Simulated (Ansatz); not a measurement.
## Cr2NOS MXene monolayer in a perpendicular field

Aim: how the Cr2NOS MXene monolayer screens a field along its normal, and what the field does to its bands. A positive field points along +c.

Method: plane-wave DFT, PBE-D3(BJ), Ansatz PAW, in Ansatz 0.2.0.

## Step 1: Starting point

The cell holds 5 atoms: 1 S, 2 Cr, 1 N and 1 O. Cell: a = 2.764 Å, b = 2.764 Å, c = 40.790 Å, α = 90.0°, β = 90.0°, γ = 120.0°. Vacuum lies along c.

Structure file:

```cif
data_structure
_symmetry_space_group_name_H-M 'P 1'
_symmetry_Int_Tables_number 1
_cell_length_a 2.7645
_cell_length_b 2.7645
_cell_length_c 40.7900
_cell_angle_alpha 90.000
_cell_angle_beta 90.000
_cell_angle_gamma 120.000
_cell_volume 269.97
loop_
_atom_site_label
_atom_site_type_symbol
_atom_site_fract_x
_atom_site_fract_y
_atom_site_fract_z
_atom_site_occupancy
S1 S 0.33333 0.66667 0.44006 1
Cr2 Cr 0.66667 0.33333 0.48069 1
N3 N 0.00000 0.00000 0.50743 1
Cr4 Cr 0.33333 0.66667 0.53418 1
O5 O 0.66667 0.33333 0.55994 1
```

## Step 2: Relaxation

The starting cell is a guess, so the in-plane lattice and the atoms are relaxed first, with the slab cut off from its images along the normal.

input.yaml

```yaml
crystal:
  lattice:
    - [2.764476, 0.0, 0.0]
    - [-1.382238, 2.3941064442, 0.0]
    - [0.0, 0.0, 40.7899742894]
  atoms:
    - { symbol: S, position: [0.3333333333, 0.6666666667, 0.4400591153] }
    - { symbol: Cr, position: [0.6666666667, 0.3333333333, 0.4806930076], spin: 2.0 }
    - { symbol: "N", position: [0.0, 0.0, 0.507434593] }
    - { symbol: Cr, position: [0.3333333333, 0.6666666667, 0.5341761783], spin: 2.0 }
    - { symbol: O, position: [0.6666666667, 0.3333333333, 0.5599408847] }
  periodic: [true, true, false]
magnetization:
  spin_polarized: true
kpoints:
  mp_grid: { grid: [12, 12, 1] }
hamiltonian:
  xc: pbe
  dispersion: d3bj
scf:
  occupations: { method: fermi_dirac, width: 0.05 }
  convergence: { dr2_threshold: 1.0e-09 }
relax:
  f_tol: 0.004
  max_steps: 90
  cell: {}
output:
  write_potential: true
  write_density: true
  volumetric_format: npy
```

On the command line:

```bash
$ ansatz run input.yaml --threads 2 --pin off --max-ram 3072MiB --backend cpu --events-out ev --progress --plain --runs-dir out
```

Numbers of over 12 decimals in the logs are rounded to 6 here.

The log of the run:

```text
Warning: relax.cell: scf.convergence.dr2_threshold = 1e-9 eV is looser than the 2.25518465867e-10 eV advised for a relaxation that steers and ends on the stress (1e-10 eV for each atom of the cell: 5, times the square of relax.cell.stress_2d_tol = 0.05 N/m over 14.9 Å (the atoms' height at the walk's start and 5 Å past either face), 3.358e-2 GPa, over a crystal's default 0.05). What an SCF threshold leaves in a stress goes as its square root, and in the free energy as the threshold itself, and one threshold admits the most on a small cell: [figures from the program's tests cut] Set scf.convergence.dr2_threshold to 2.25518465867e-10 eV or tighter. [rest of the remark cut]
Engine: ansatz 0.2.0, x86_64-unknown-linux-gnu
Pseudopotentials: kind: paw
Pseudopotential: S, paw, valence charge 6, recommended cutoff 420 eV (normal), S.paw.azcp
Pseudopotential: Cr, paw, valence charge 14, recommended cutoff 420 eV (normal), Cr.paw.azcp
Pseudopotential: N, paw, valence charge 5, recommended cutoff 420 eV (normal), N.paw.azcp
Pseudopotential: O, paw, valence charge 6, recommended cutoff 420 eV (normal), O.paw.azcp
Functional definition: PBE
  parameter kappa = 0.804
  parameter beta = 0.066725
  exchange = pbe_x(kappa = kappa, mu = beta*pi^2/3)
  correlation = pbe_c(beta = beta)
Crystal: 5 atoms, lattice volume = 269.966 Å³
Basis set: ecut = 420 eV, 5297 PW (Γ), exchange–correlation on 40×40×576 points (8 copies of the dense FFT grid, shifted against one another)
Bands: 30, of which v1, the nominal top of the filled ones, is band 23 counted from 1 (22 counted from 0)
Symmetry: 6 space group operations
Space group: P3m1 (ITA 156), of the structure as read, at distance tolerance 6.5e-5 Å
Magnetic group: BNS 156.49 (UNI 1279), of the structure as read, at distance tolerance 6.5e-5 Å
k-points: 19 of 144 (time reversal used)
Non-local potential: S, projectors of the file, l = 0: 2, l = 1: 2, l = 2: 2
Non-local potential: Cr, projectors of the file, l = 0: 3, l = 1: 2, l = 2: 3, l = 3: 1
Non-local potential: N, projectors of the file, l = 0: 2, l = 1: 2, l = 2: 1
Non-local potential: O, projectors of the file, l = 0: 2, l = 1: 2, l = 2: 1
PAW form: soft (Blöchl's): semilocal exchange-correlation on the pseudo side does not see the compensation charge
PAW one-centre angular grid: S, 110 points (default); XC on 64 Gauss nodes
PAW one-centre angular grid: Cr, 590 points (default); XC on 64 Gauss nodes
PAW one-centre angular grid: N, 110 points (default); XC on 64 Gauss nodes
PAW one-centre angular grid: O, 110 points (default); XC on 64 Gauss nodes
Initial density: superposition of atomic densities (neutral atoms: chi_scale 0, normalization atom)
Starting moments: Σ|m| = 4 μB on 2 of 5 sites
Initial wavefunctions: pseudopotential atomic-orbital guess
Functional: x = pbe(κ = 0.804, μ = 0.219515), c = pbe(β = 0.066725)
SCF iter   1: F=—  HF=-8620.993809 eV  |F-HF|=—  |Δ(HF+E_count)|=         —  Δρ=6.46e-2 (↑6.46e-2 ↓4.96e-2)  dr2=3.75e1  dr2_m=4.16e-1  M=2.725 μB ∫|m|=2.952 μB  β_m=0.30  ethr=3.10e-3  ⟨swp⟩=18.6  Hψ=10465  notcnv=0
Mixer restart at iter 1: flushing history
preconditioner: auto → LDOS  [metal: Δε(μ)=0.007 eV  Ē_g=11.012 eV  σ=0.050 eV  W_gap=0.03  n_scr=26 (ndim 8)  ℏωp=12.2 eV  f_vac=0.792  D(μ)=3.19/eV (n_scr^D=18)]
spin=Collinear: LDOS preconditioning applied to the charge; magnetization (m = ρ↑ − ρ↓) channel mixes plain (no charge-response kernel on spin).
SCF iter   2: F=—  HF=-8614.320519 eV  |F-HF|=—  |Δ(HF+E_count)|=    6.67e0  Δρ=3.70e-2 (↑3.70e-2 ↓3.22e-2)  dr2=1.52e1  dr2_m=1.33e-1  M=2.820 μB ∫|m|=3.027 μB  β_m=0.51  ethr=3.10e-3  ⟨swp⟩=4.4  Hψ=3396  notcnv=0  defer=49
SCF iter   3: F=—  HF=-8610.937271 eV  |F-HF|=—  |Δ(HF+E_count)|=    3.38e0  Δρ=7.61e-3 (↑7.61e-3 ↓6.88e-3)  dr2=1.04e0  dr2_m=3.34e-2  M=2.767 μB ∫|m|=2.956 μB  β_m=0.54  ethr=3.10e-3  ⟨swp⟩=4.6  Hψ=3755  notcnv=0  defer=39
SCF iter   4: F=—  HF=-8610.915872 eV  |F-HF|=—  |Δ(HF+E_count)|=   2.14e-2  Δρ=4.51e-3 (↑4.51e-3 ↓4.46e-3)  dr2=2.55e-1  dr2_m=2.42e-2  M=2.720 μB ∫|m|=2.907 μB  β_m=0.77  ethr=2.30e-3  ⟨swp⟩=2.9  Hψ=1858  notcnv=0  defer=33
SCF iter   5: F=—  HF=-8611.054343 eV  |F-HF|=—  |Δ(HF+E_count)|=         —  Δρ=1.19e-2 (↑1.19e-2 ↓9.95e-3)  dr2=6.55e-2  dr2_m=2.94e-1  M=2.425 μB ∫|m|=2.589 μB  β_m=0.77  ethr=5.67e-4  ⟨swp⟩=3.6  Hψ=2428  notcnv=0  defer=33
SCF iter   6: F=—  HF=-8611.035133 eV  |F-HF|=—  |Δ(HF+E_count)|=   1.92e-2  Δρ=6.05e-3 (↑5.65e-3 ↓6.05e-3)  dr2=1.14e-2  dr2_m=8.38e-2  M=2.280 μB ∫|m|=2.439 μB  β_m=0.88  ethr=1.46e-4  ⟨swp⟩=3.4  Hψ=2567  notcnv=0  defer=33
SCF iter   7: F=—  HF=-8611.043988 eV  |F-HF|=—  |Δ(HF+E_count)|=   8.86e-3  Δρ=4.41e-3 (↑4.41e-3 ↓2.84e-3)  dr2=1.22e-2  dr2_m=3.16e-2  M=1.987 μB ∫|m|=2.172 μB  β_m=0.94  ethr=2.53e-5  ⟨swp⟩=3.7  Hψ=3087  notcnv=0  defer=31
SCF iter   8: F=—  HF=-8611.045571 eV  |F-HF|=—  |Δ(HF+E_count)|=   1.58e-3  Δρ=1.86e-3 (↑1.83e-3 ↓1.86e-3)  dr2=9.32e-2  dr2_m=3.55e-3  M=1.660 μB ∫|m|=2.263 μB  β_m=0.97  ethr=2.53e-5  ⟨swp⟩=3.6  Hψ=3004  notcnv=0  defer=31
SCF iter   9: F=—  HF=-8611.041096 eV  |F-HF|=—  |Δ(HF+E_count)|=   4.48e-3  Δρ=3.13e-3 (↑3.13e-3 ↓2.27e-3)  dr2=3.11e-2  dr2_m=1.63e-2  M=1.448 μB ∫|m|=2.517 μB  β_m=0.77  ethr=2.53e-5  ⟨swp⟩=3.6  Hψ=2982  notcnv=0  defer=30
SCF iter  10: F=—  HF=-8611.040378 eV  |F-HF|=—  |Δ(HF+E_count)|=   7.18e-4  Δρ=1.88e-4 (↑1.88e-4 ↓1.26e-4)  dr2=1.28e-3  dr2_m=1.35e-5  M=1.708 μB ∫|m|=2.273 μB  β_m=0.71  ethr=2.53e-5  ⟨swp⟩=3.0  Hψ=2713  notcnv=0  defer=30
SCF iter  11: F=—  HF=-8611.040346 eV  |F-HF|=—  |Δ(HF+E_count)|=   3.22e-5  Δρ=1.76e-4 (↑1.40e-4 ↓1.76e-4)  dr2=4.19e-5  dr2_m=5.75e-5  M=1.730 μB ∫|m|=2.260 μB  β_m=0.79  ethr=2.85e-6  ⟨swp⟩=2.8  Hψ=2059  notcnv=0  defer=30
SCF iter  12: F=—  HF=-8611.040336 eV  |F-HF|=—  |Δ(HF+E_count)|=   1.05e-5  Δρ=3.43e-5 (↑3.30e-5 ↓3.43e-5)  dr2=1.48e-5  dr2_m=2.04e-6  M=1.718 μB ∫|m|=2.273 μB  β_m=0.89  ethr=9.31e-8  ⟨swp⟩=3.8  Hψ=2866  notcnv=0  defer=30
SCF iter  13: F=—  HF=-8611.040337 eV  |F-HF|=—  |Δ(HF+E_count)|=   9.32e-7  Δρ=2.01e-5 (↑1.21e-5 ↓2.01e-5)  dr2=7.54e-7  dr2_m=5.77e-7  M=1.718 μB ∫|m|=2.273 μB  β_m=0.95  ethr=3.29e-8  ⟨swp⟩=1.7  Hψ=1404  notcnv=0  defer=30
SCF iter  14: F=—  HF=-8611.040337 eV  |F-HF|=—  |Δ(HF+E_count)|=   3.63e-7  Δρ=4.71e-6 (↑4.71e-6 ↓2.95e-6)  dr2=1.56e-7  dr2_m=1.98e-8  M=1.719 μB ∫|m|=2.272 μB  β_m=0.85  ethr=1.68e-9  ⟨swp⟩=3.5  Hψ=2610  notcnv=0  defer=30
[...]
relax step  13: F+E_penalty+E_count = -8611.89332401 eV  Δ(F+E_penalty+E_count) = +4.017e-4 eV  max|allowed force component| = 1.046e-1 eV/Å  Δτ_max = 0.0078 Å  P = +0.087 N/m  Ω = 316.730 Å³  energy of the carried Pulay correction = -2.275e-3 eV  fix = [c, alpha, beta]  (9 SCF iters, rejected (line search))
relax step  14: F+E_penalty+E_count = -8611.89385276 eV  Δ(F+E_penalty+E_count) = -1.271e-4 eV  max|allowed force component| = 8.220e-4 eV/Å  Δτ_max = 0.0010 Å  P = +0.001 N/m  Ω = 316.499 Å³  energy of the carried Pulay correction = -2.145e-3 eV  fix = [c, alpha, beta]  reactions: c +0.000 N/m  (9 SCF iters, accepted)
Basis set: ecut = 420 eV, 5993 PW (Γ), exchange–correlation on 48×48×576 points (8 copies of the dense FFT grid, shifted against one another)
iter 1 solved again at ethr=1.16e-7 eV; its pass at ethr=3.10e-3 eV (dr2=5.22e-5 eV) is discarded
SCF iter   1: F=—  HF=-8611.893732 eV  |F-HF|=—  |Δ(HF+E_count)|=         —  Δρ=4.71e-5 (↑4.71e-5 ↓4.65e-5)  dr2=1.16e-6  dr2_m=4.66e-7  M=0.492 μB ∫|m|=4.767 μB  β_m=0.65  ethr=1.16e-7  ⟨swp⟩=6.8  Hψ=15234  notcnv=0
preconditioner: auto → LDOS  [metal: Δε(μ)=0.014 eV  Ē_g=8.385 eV  σ=0.050 eV  W_gap=0.07  n_scr=20 (ndim 8)  ℏωp=11.2 eV  f_vac=0.804  D(μ)=3.76/eV (n_scr^D=18)]
spin=Collinear: LDOS preconditioning applied to the charge; magnetization (m = ρ↑ − ρ↓) channel mixes plain (no charge-response kernel on spin).
SCF iter   2: F=—  HF=-8611.895505 eV  |F-HF|=—  |Δ(HF+E_count)|=   1.77e-3  Δρ=1.64e-5 (↑1.64e-5 ↓1.62e-5)  dr2=2.04e-7  dr2_m=5.84e-8  M=0.492 μB ∫|m|=4.767 μB  β_m=0.59  ethr=2.57e-9  ⟨swp⟩=3.6  Hψ=2666  notcnv=0
SCF iter   3: F=—  HF=-8611.895945 eV  |F-HF|=—  |Δ(HF+E_count)|=   4.41e-4  Δρ=3.68e-6 (↑3.68e-6 ↓3.37e-6)  dr2=3.04e-8  dr2_m=2.90e-9  M=0.492 μB ∫|m|=4.767 μB  β_m=0.62  ethr=4.53e-10  ⟨swp⟩=4.0  Hψ=2562  notcnv=0
SCF iter   4: F=—  HF=-8611.895997 eV  |F-HF|=—  |Δ(HF+E_count)|=   5.18e-5  Δρ=8.42e-7 (↑8.42e-7 ↓7.97e-7)  dr2=8.63e-9  dr2_m=2.17e-10  M=0.492 μB ∫|m|=4.767 μB  β_m=0.65  ethr=6.76e-11  ⟨swp⟩=4.5  Hψ=2766  notcnv=0
SCF iter   5: F=—  HF=-8611.896000 eV  |F-HF|=—  |Δ(HF+E_count)|=   2.43e-6  Δρ=3.25e-7 (↑3.25e-7 ↓2.98e-7)  dr2=2.24e-9  dr2_m=2.45e-11  M=0.492 μB ∫|m|=4.767 μB  β_m=0.71  ethr=1.92e-11  ⟨swp⟩=2.3  Hψ=1678  notcnv=0
SCF iter   6: F=—  HF=-8611.896000 eV  |F-HF|=—  |Δ(HF+E_count)|=   1.44e-7  Δρ=1.58e-7 (↑1.58e-7 ↓1.29e-7)  dr2=7.17e-11  dr2_m=4.76e-11  M=0.492 μB ∫|m|=4.767 μB  β_m=0.77  ethr=4.99e-12  ⟨swp⟩=2.8  Hψ=1828  notcnv=0
SCF iter   7: F=-8611.896000 eV  HF=-8611.896000 eV  |F-HF|=1.95e-9  |Δ(HF+E_count)|=   2.69e-8  Δρ=6.35e-8 (↑6.35e-8 ↓4.80e-8)  dr2=3.93e-11  dr2_m=5.08e-12  M=0.492 μB ∫|m|=4.767 μB  ethr=1.00e-12  ⟨swp⟩=11.0  Hψ=8557  notcnv=0
the starting moments were not kept: 1 of 2 ended reversed and 1 kept their direction, counting a site from 0.1 μB. The largest reversed, site 1 (counted from 0, in the order of the report's site_moments_mub), started with +2.0 μB and closes at -1.7e0 μB in its sphere.
SCF 15 converged in 7 iterations: F = -8611.896000 eV  dr2 = 3.93e-11
relax step  15: F+E_penalty+E_count = -8611.89599971 eV  Δ(F+E_penalty+E_count) = -2.147e-3 eV  max|allowed force component| = 4.968e-4 eV/Å  Δτ_max = 0.0000 Å  P = +0.013 N/m  Ω = 316.499 Å³  fix = [c, alpha, beta]  reactions: c +0.000 N/m  stress off target by 1.30e-2 N/m on what of the cell is left free  SCF on the basis re-selected at this cell (its energy is not comparable with the rows above)  (7 SCF iters)
basis re-selected at this cell: Δ(F+E_penalty+E_count) = -2.147e-3 eV, ΔP = +0.012 N/m vs the last step (what re-selecting the basis moved, of the pressure what is left beyond the Pulay correction that the steps carried, after the strain that the cell walked since its last selection, with what the two solves' SCF thresholds leave and, on support functions, any second-order correction that the steps lacked; it is no measure of the basis error at this ecutwfc). The dense FFT grid was sized anew with the basis: this SCF ran on 24×24×288 points, the steps before it on 20×20×288, so part of this shift can come from that change (see relax.cell in the input reference). [rest of the remark cut]
WARN: The output density's exchange-correlation potential varies sharply where the density is thin. Do not read a vacuum level from v_tot or v_xc, or from such a field of the output density. On a cell that repeats whose density bears no net charge and no dipole along the vacuum's axis use v_es (v_loc + v_h of the components); under efield.dipole_correction with no amplitude use v_es + v_field, which holds any externa [...]
SCF converged after 7 iterations
Magnetization: 0.4916 μB (22.7458 up, 22.2542 down)
Absolute magnetization: 4.7683 μB (∫|ρ↑−ρ↓|, with the PAW one-centre terms)
Spin contamination: 1.9148 ħ² per cell (⟨S²⟩ above its minimum at these occupations)
Per-site moments (μB) at R_I (Å): [(0.091336, 0.971649), (-1.711411, 0.817882), (0.034396, 0.817882), (1.992085, 0.798851), (-0.010324, 0.798851)]
Free energy (F): -8611.896000 eV
Harris-Foulkes:  -8611.896000 eV  (|F-HF|=1.95e-9)
Internal energy: -8611.865047 eV  (E = F + TS)
E sigma→0 (E₀):  -8611.880523 eV
Entropy (-TS):   -0.030953 eV (-6.191 meV/atom)
Fermi energy:    -6.046800 eV
--- Per-component energies (eV) ---
  E_band       = -1254.980163
  E_kinetic    = 1096.382532
  E_local      = -202089.819530  (includes V_loc(G=0)·N_el)
  E_nonlocal   = 282.397206
  E_hartree    = 100303.603483
  E_xc         = -509.549695
  E_vxc        = -613.295352  (∫ρ·V_xc dr)
  E_paw        = -3276.190411  (= ΣΔE_a)
  E_vpaw       = -537.855189  (= ΣTr[D̂ρ^β])
  E_aug_tail   = 0.003418  (compensation charges beyond the density's cutoff)
  E_ewald      = 95582.469667
  E_disp       = -1.161716  (pairwise vdW)
  E_smearing   = -0.030953  (= −TS)
  E_closure    = -0.000000  (closes the sum)
  Σ components = -8611.896000   (vs F -8611.896000, Δ=0.00e0)
--- Forces (eV/Å), atoms counted from 1 ---
  atom   1  S      0.00000000     0.00000000    -0.00010373
  atom   2  Cr    -0.00000000    -0.00000000    -0.00042566
  atom   3  N      0.00000000     0.00000000     0.00008120
  atom   4  Cr    -0.00000000    -0.00000000     0.00049661
  atom   5  O      0.00000000    -0.00000000    -0.00004919
  max |Σ_I F_I| component: 7.84e-7 eV/Å
--- 2D stress c σ (N/m, compression-positive) ---
        0.012981       0.000000       0.000000
        0.000000       0.012981      -0.000000
        0.000000      -0.000000       0.000000
  P = ½ c Tr σ = 0.0130 N/m
--- Band table (eV; the first three rows and the last of 38) ---
  k-point 0 ↑: bands = [... 19 lower, -7.6220, -6.2547, -5.8188, -5.8188, -5.1266, -5.1266, -4.4131, -3.7306, ... 3 higher]
  k-point 1 ↑: bands = [... 19 lower, -7.5962, -6.5925, -6.0348, -6.0130, -5.0694, -4.8982, -4.2132, -3.9322, ... 3 higher]
  k-point 2 ↑: bands = [... 19 lower, -7.5077, -7.2575, -6.3872, -6.0523, -5.1047, -4.5277, -4.2633, -3.8671, ... 3 higher]
  k-point 18 ↓: bands = [... 19 lower, -9.1138, -6.6958, -6.3961, -6.3520, -4.5572, -4.4438, -3.9237, -3.5073, ... 3 higher]
  the weakly bound empty levels are not read free of the cell's end (no_gap_told)
--- Relaxed structure (13 steps of the walk, 10 accepted, 2 SCFs on fresh bases) ---
  F+E_penalty+E_count = -8611.89599971 eV   max|allowed force component| = 4.968e-4 eV/Å   (the final SCF, on the basis selected at the relaxed cell)
  cell:  # Å, volume = 316.4985 Å³
    - [2.993256, 0.0, 0]
    - [-1.496628, 2.592235, 0]
    - [0, 0, 40.7899742894]
  atoms:
    - { symbol: S, position: [0.333333, 0.666667, 0.442462] }
    - { symbol: Cr, position: [0.666667, 0.333333, 0.481702] }
    - { symbol: N, position: [-5.999805728060974e-19, -1.199961145607325e-18, 0.505531] }
    - { symbol: Cr, position: [0.333333, 0.666667, 0.535590] }
    - { symbol: O, position: [0.666667, 0.333333, 0.557017] }
```

Elapsed: 5 min, on 2 threads of Intel Xeon Platinum 8259CL at 2.50GHz (Skylake/Cascade Lake), shared host; peak memory 0.85 GiB; 9.7 min of CPU time.

Step by step:

| step | energy less that of the first step (eV) | largest force component (eV/Å) | volume (Å³) |
| --- | --- | --- | --- |
| 1 | 0.0000 | 2.6460 | 269.97 |
| 2 | -0.4515 | 1.3759 | 286.05 |
| 3 | -0.7439 | 0.5944 | 313.79 |
| 4 | -0.7661 | 0.4249 | 313.45 |
| 5 | -0.7432 | 1.0523 | 314.27 |
| 6 | -0.7821 | 0.1337 | 313.26 |
| 7 | -0.7820 | 0.1820 | 313.22 |
| 8 | -0.7846 | 0.0218 | 312.72 |
| 9 | -0.7848 | 0.0091 | 312.36 |
| 10 | -0.7847 | 0.0007 | 312.44 |
| 11* | -0.8505 | 0.0097 | 312.44 |
| 12 | -0.8534 | 0.0318 | 316.64 |
| 13 | -0.8530 | 0.1046 | 316.73 |
| 14 | -0.8535 | 0.0008 | 316.50 |
| 15* | -0.8557 | 0.0005 | 316.50 |

Relaxation steps marked * repeat the geometry before them on a plane-wave basis chosen anew for their cell, so energy and pressure can jump there. Relaxation steps 5, 7, 13 were tried and not accepted.

Forces are held to the 6 operations that the run works with; a distortion that breaks them can't arise in this run.

| cell as run | before | after | change |
| --- | --- | --- | --- |
| a (Å) | 2.764 | 2.993 | +8.3 % |
| b (Å) | 2.764 | 2.993 | +8.3 % |

The atoms that moved most (Å, along periodic axes as changes of fractional coordinates times the final cell, across vacuum about the mean position):

| atom | dx | dy | dz | length |
| --- | --- | --- | --- | --- |
| O5 | 0.000 | 0.000 | -0.119 | 0.119 |
| S1 | 0.000 | 0.000 | 0.098 | 0.098 |
| N3 | 0.000 | 0.000 | -0.078 | 0.078 |
| Cr4 | 0.000 | 0.000 | 0.058 | 0.058 |
| Cr2 | 0.000 | 0.000 | 0.041 | 0.041 |

The relaxed structure:

```xyz
5
Lattice="2.9933 0.0000 0.0000 -1.4966 2.5922 0.0000 0.0000 0.0000 40.7900" Properties=species:S:1:pos:R:3
S     0.0000    1.7282   18.0480
Cr    1.4966    0.8641   19.6486
N     0.0000    0.0000   20.6206
Cr    0.0000    1.7282   21.8467
O     1.4966    0.8641   22.7207
```

Numbers from this step:

* energy at zero smearing: -8611.8805 eV
* total moment: 0.4916 μB
* site moments: 0.09134, -1.711, 0.03440, 1.992, -0.01032 μB

Site moment by atom:

| atom | site moment (μB) |
| --- | --- |
| S1 | 0.09 |
| Cr2 | -1.71 |
| N3 | 0.03 |
| Cr4 | 1.99 |
| O5 | -0.01 |

The lattice constant a goes from 2.764 to 2.993 Å.

(Part 1 of 2 ends here.)

[Logs are printed without paths, hosts, clocks, repeated set-up lines and the standing remarks that a program may print on its own settings, such as how far it seeks lower states.]

[Hosts, paths, dates, database ids (printed as entryN), source tags and the programs' standing remarks are cut or masked in the printed files.]

[Maps of the electrostatic potential energy from Ansatz leave out the sawtooth potential of an applied field or a dipole correction, so their vacuum need not be flat; planar profiles and work functions include it.]
